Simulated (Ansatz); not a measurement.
# Hf2CF2 monolayer: from the cell to its phonons, part 3 of 3

Aim: the vibrations of Hf2CF2 monolayer, their spectra, and whether the structure is stable.

Ansatz 0.2.0; DFT PBEsol, scalar-relativistic, plane waves, PAW; PAW set soft_1.

So far. Step 4 (Tight relaxation): The largest force component left is 0.60 meV/Å, within the tolerances set. Step 5 (Zone-centre response): Before it was imposed, the acoustic sum rule was missed by 2.1e-5 eV/Å². Small misses are needed for a sound result but don't prove that mesh and cutoff are converged. The lowest optical mode is real, 134 cm⁻¹.

### Step 6. Phonons on a q mesh (continued)

Frequencies (cm⁻¹) solved at each irreducible wavevector; negative means imaginary. Frequencies by wavevector, by row:

| q in reciprocal lattice units | star | mode 1 | mode 2 | mode 3 | mode 4 | mode 13 | mode 14 | mode 15 |
| --- | --- | --- | --- | --- | --- | --- | --- | --- |
| 0 0 0 | 1 | 0 | 0 | 0 | 133.6 | 617.3 | 686.2 | 686.2 |
| 0 0.25 0 | 6 | 67.3 | 85.4 | 125.3 | 135.8 | 606.3 | 685.8 | 693.4 |
| 0 -0.5 0 | 3 | 50.7 | 128.5 | 136.4 | 138.8 | 613 | 648.6 | 679.9 |
| 0.25 0.25 0 | 6 | 119.3 | 135.3 | 136.5 | 144.3 | 608.8 | 660.7 | 674.6 |

Interpolated from a 4×4×1 q mesh. Phonon branches along the path, in cm⁻¹:

```csv
point,branch 1,branch 2,branch 3,branch 4,branch 12,branch 13,branch 14,branch 15
Γ,0,0,0,134,396,617,686,686
halfway,67,85,125,136,362,606,686,693
M,51,128,136,139,340,613,649,680
halfway,111,127,144,147,337,612,652,673
K,134,143,143,149,331,613,659,659
halfway,81,100,133,140,354,605,681,692
Γ,0,0,0,134,396,617,686,686
```

Tetrahedra on a 24×24×1 mesh, mean over bins of 10 cm-1. Interpolated from a 4×4×1 q mesh. Table of phonon density of states by wavenumber; read off at these points:

```csv
wavenumber (cm⁻¹),phonon density of states (1/cm⁻¹/cell)
-5,0.00186
25,0.00497
65,0.0121
95,0.0225
125,0.0613
135,0.130
155,0.0899
165,0.0392
195,0
215,0.178
225,0.128
265,0
295,0
325,2.0e-4
335,0.0777
365,0.0164
395,0.00543
425,0
465,0
495,0
525,0
565,0
595,0
625,0
665,0.0262
685,0.0592
695,0.0382
```

The partial phonon density of states has structure finer than the step of the table below, so its rows give means over 25 cm⁻¹, whole bins alone (the curve runs from -15.2 to 725 cm⁻¹). Peaks (cm⁻¹: height): C 608.5: 0.0637, 687.7: 0.0580; F 217.5: 0.142, 338.6: 0.0662; Hf 133.8: 0.108.

Phonopy on the run's constants, 21x21x1 mesh, Gaussian sigma 5.3 cm-1. Interpolated from a 4×4×1 q mesh. Table of partial phonon density of states by wavenumber; means over each step; values in 1/cm⁻¹/cell:

```csv
wavenumber (cm⁻¹),C,F,Hf
0,5.7e-5,1.9e-4,0.00171
25,1.5e-4,4.7e-4,0.00437
50,2.3e-4,8.3e-4,0.00775
75,3.1e-4,0.00129,0.0129
100,4.2e-4,0.00163,0.0218
125,6.5e-4,0.00289,0.0665
150,5.9e-4,0.00363,0.0724
175,2.4e-4,0.00173,0.0332
200,2.5e-5,0.0363,0.00519
225,7.3e-5,0.110,0.00551
250,7.2e-6,0.00708,2.5e-4
275,0,0,0
300,0,7.0e-6,3.8e-7
325,3.1e-5,0.0213,0.00134
350,5.0e-5,0.0375,0.00297
375,4.0e-5,0.0120,0.00122
400,1.2e-5,0.00309,3.7e-4
425,0,1.8e-6,0
450,0,0,0
475,0,0,0
500,0,0,0
525,0,0,0
550,0,0,0
575,1.5e-5,0,4.4e-7
600,0.0268,1.1e-4,6.9e-4
625,0.0121,3.4e-5,3.0e-4
650,0.0171,1.1e-4,2.7e-4
675,0.0396,1.2e-4,7.0e-4
700,0.0214,5.5e-5,5.0e-4
```

Symmetry leaves 4 wavevectors to solve. The lowest mode among them, the acoustic zeros apart, lies at q = (0, -0.5, 0) and is real, 50.7 cm⁻¹. Between them the interpolated path dips to 5i cm⁻¹.

### Step 7. Isotope substitution, element C, natural mass 12.011 amu

An isotope changes the mass and not the force constants, so no new electronic calculation is needed; the shifts show which modes move this element.

The same force constants with the mass of C changed from 12.011 to 13.003 u (phonopy, no LO-TO term). Both lists are sorted by frequency; levels can cross, so a row need not hold one and the same mode. Modes under 3 cm⁻¹ are left out. Isotope shifts, by row, the first 40 of 57 rows:

```csv
q,rank,natural mass (cm⁻¹),changed mass (cm⁻¹)
0 0 0,4,133.6,133.6
0 0 0,5,133.6,133.6
0 0 0,6,188.7,188.7
0 0 0,7,210.3,210.3
0 0 0,8,210.3,210.3
0 0 0,9,223.2,223.2
0 0 0,10,223.2,223.2
0 0 0,11,396,395.8
0 0 0,12,396.2,396.2
0 0 0,13,617.3,594.2
0 0 0,14,686.2,660.3
0 0 0,15,686.2,660.3
0 0.25 0,1,67.34,67.25
0 0.25 0,2,85.37,85.29
0 0.25 0,3,125.3,125.3
0 0.25 0,4,135.8,135.8
0 0.25 0,5,155.2,155.2
0 0.25 0,6,182.7,182.7
0 0.25 0,7,217.8,217.8
0 0.25 0,8,219.8,219.7
0 0.25 0,9,222.3,222.3
0 0.25 0,10,222.4,222.4
0 0.25 0,11,358.1,358
0 0.25 0,12,362.2,362.2
0 0.25 0,13,606.3,583.6
0 0.25 0,14,685.8,659.7
0 0.25 0,15,693.4,667.1
0 -0.5 0,1,50.67,50.67
0 -0.5 0,2,128.5,128.5
0 -0.5 0,3,136.4,136.3
0 -0.5 0,4,138.8,138.6
0 -0.5 0,5,151.9,151.9
0 -0.5 0,6,166.9,166.8
0 -0.5 0,7,211.6,211.6
0 -0.5 0,8,217.6,217.6
0 -0.5 0,9,219.1,219.1
0 -0.5 0,10,233.7,233.7
0 -0.5 0,11,336.7,336.7
0 -0.5 0,12,339.9,339.9
0 -0.5 0,13,613,589.7
```

A mode of this element alone would shift by -3.89 %. The highest zone-centre frequency without the field goes from 686.2 to 660.3 cm⁻¹ (-3.8 %). The product of the frequency ratios over all optical modes at Γ is 0.891; the product rule, (m/m′)^(3k/2) (M′/M)^(3/2) with k = 1 such atoms and M the mass of the cell, gives 0.891.

### Step 8. Another isotope, element Hf, natural mass 178.486 amu

The same for Hf, from 178.49 to 173.94 u.

A mode of this element alone would shift by +1.30 %. The highest zone-centre frequency without the field goes from 686.2 to 686.4 cm⁻¹ (+0.0 %). The product of the frequency ratios over all optical modes at Γ is 1.044; the product rule, (m/m′)^(3k/2) (M′/M)^(3/2) with k = 2 such atoms and M the mass of the cell, gives 1.044.

### Step 9. Results

- space group after relaxation (within 0.01 Å): P-3m1
- area per atom: 1.81 Å²
- electronic character: no gap on this mesh
- highest optical mode at the zone centre (no LO-TO term): 686 cm⁻¹
- lowest optical zone-centre mode: 134 cm⁻¹
- lowest mode on the q mesh (acoustic modes at Γ apart): 50.7 cm⁻¹
- highest frequency on the path or at a solved wavevector: 694 cm⁻¹
- imaginary modes on the 4×4×1 q mesh: none

What this shows: No mode is imaginary at the 4 irreducible wavevectors solved, but between them the interpolated path dips to 5.2i cm⁻¹, so stability is not settled. The optical modes at Γ span 134 to 686 cm⁻¹. The highest mode in this list at Γ, 686.2 cm⁻¹, is mostly motion of C (97 % of the kinetic energy). With no gap, or one that is small against the smearing, the frequencies hang on the k mesh and the smearing, most of all near Kohn anomalies. In a sheet or slab the interpolated bending branch near Γ is rough, since the rotational sum rule isn't imposed. Spin-orbit coupling is left out, which can matter for the heavy elements here. The PAW files were made for PBE and serve the other functionals too. A phonon run warned that its eigensolver left some bands unconverged in a pass. The starting cell was built on a prototype and not taken from a measurement. These are harmonic frequencies at zero temperature: anharmonic shifts, linewidths and thermal expansion are left out.

[Logs are printed without paths, hosts, clocks, repeated set-up lines and the standing remarks that a program may print on its own settings, such as how far it seeks lower states.]

[Hosts, paths, dates, database ids (printed as entryN), source tags and the programs' standing remarks are cut or masked in the printed files.]
